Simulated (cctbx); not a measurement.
# Which space group?

Cell: a = 9.1600 Å, b = 9.0590 Å, c = 6.3840 Å, α = 90.00°, β = 90.00°, γ = 90.00°. Expected content of the cell: Ir4 Eu8 Sr4.

The data are simulated with cctbx, not measured: synchrotron X-rays, λ = 0.6889 Å, to d = 0.84 Å, 80 % of the full sphere, strongest reflection 70000 counts, noise from counting, a 3 % proportional error and a noise floor of 2 counts (s.d.); no absorption.

A first pass over the reflections prints:

```text
2973 reflections to d = 0.840 A
centring   violations  <I/sigma> of those
    A       1228 of  1472     20.4
    B       1182 of  1494     19.9
    C       1320 of  1512     21.0
    I       1171 of  1443     19.8
    R       1707 of  1991     21.0
    F       1865 of  2239     20.4
Laue class    unique    Rint  (classes that these axes allow; Friedel mates merged)
P -1             1799   0.018
P 1 2/m 1         994   0.021
P 1 1 2/m        1027   0.021
P 2/m 1 1        1003   0.021
P m m m           586   0.023
space group    extra absences  I>4sigma  <I/sigma>
P 2 2 2                 0          0         -  acentric
P 2 2 21                6          0      -0.1  acentric
P 21 2 2                8          0       0.4  acentric
P 2 21 2               10          0      -0.3  acentric
P 21 21 2              18          0       0.0  acentric
P 2 21 21              16          0      -0.2  acentric
P 21 2 21              14          0       0.2  acentric
P 21 21 21             24          0       0.0  acentric
P m m 2                 0          0         -  acentric
P 2 m m                 0          0         -  acentric
P m 2 m                 0          0         -  acentric
P 21 m a              143          0       0.2  acentric
P m 2 a               143          0       0.2  acentric
P n m 21              106          0      -0.1  acentric
P n 21 m              106          0      -0.1  acentric
P n 21 a              249          0       0.0  acentric
P m m m                 0          0         -  centric
P m m a               143          0       0.2  centric
P n m m :1            106          0      -0.1  centric
P n m m :2            106          0      -0.1  centric
P n m a               249          0       0.0  centric
Wilson B = 0.75 A^2   <|E^2-1|> = 0.933 (0.968 centric, 0.736 acentric)   E^2>4: 4.4 %
shell (A)         n   <I/sigma>
 9.16 - 1.68     92     38.0
 1.68 - 1.33     71     43.5
 1.33 - 1.16     79     41.3
 1.16 - 1.06     68     44.6
 1.06 - 0.98     72     40.4
 0.98 - 0.92     56     43.3
 0.92 - 0.88     80     42.2
 0.88 - 0.84     68     40.4
```

Q: Read the symmetry from these tables.

Every centring test has many violations, so the lattice is primitive.

Rint stays low (0.018 to 0.023) up to P m m m, the highest class in these axes.

21 settings pass the absence test. The most absences obeyed, 249, belong to P n 21 a and P n m a, which absences can't tell apart.

⟨|E²−1|⟩ = 0.933 leans to a centrosymmetric structure. The Wilson B of 0.75 Å² means U ≈ 0.0095 Å².

The true group is Pnma (no. 62), Laue class mmm, centrosymmetric. The tables only narrow the choice to the tied entries; cell content, site symmetry and trial solutions must settle it.

The model was made for the exercise: a known structure type with other elements put in, its volume estimated, not relaxed; displacement parameters are assumed.

[Logs are printed without paths, hosts, clocks, repeated set-up lines and the standing remarks that a program may print on its own settings, such as how far it seeks lower states.]
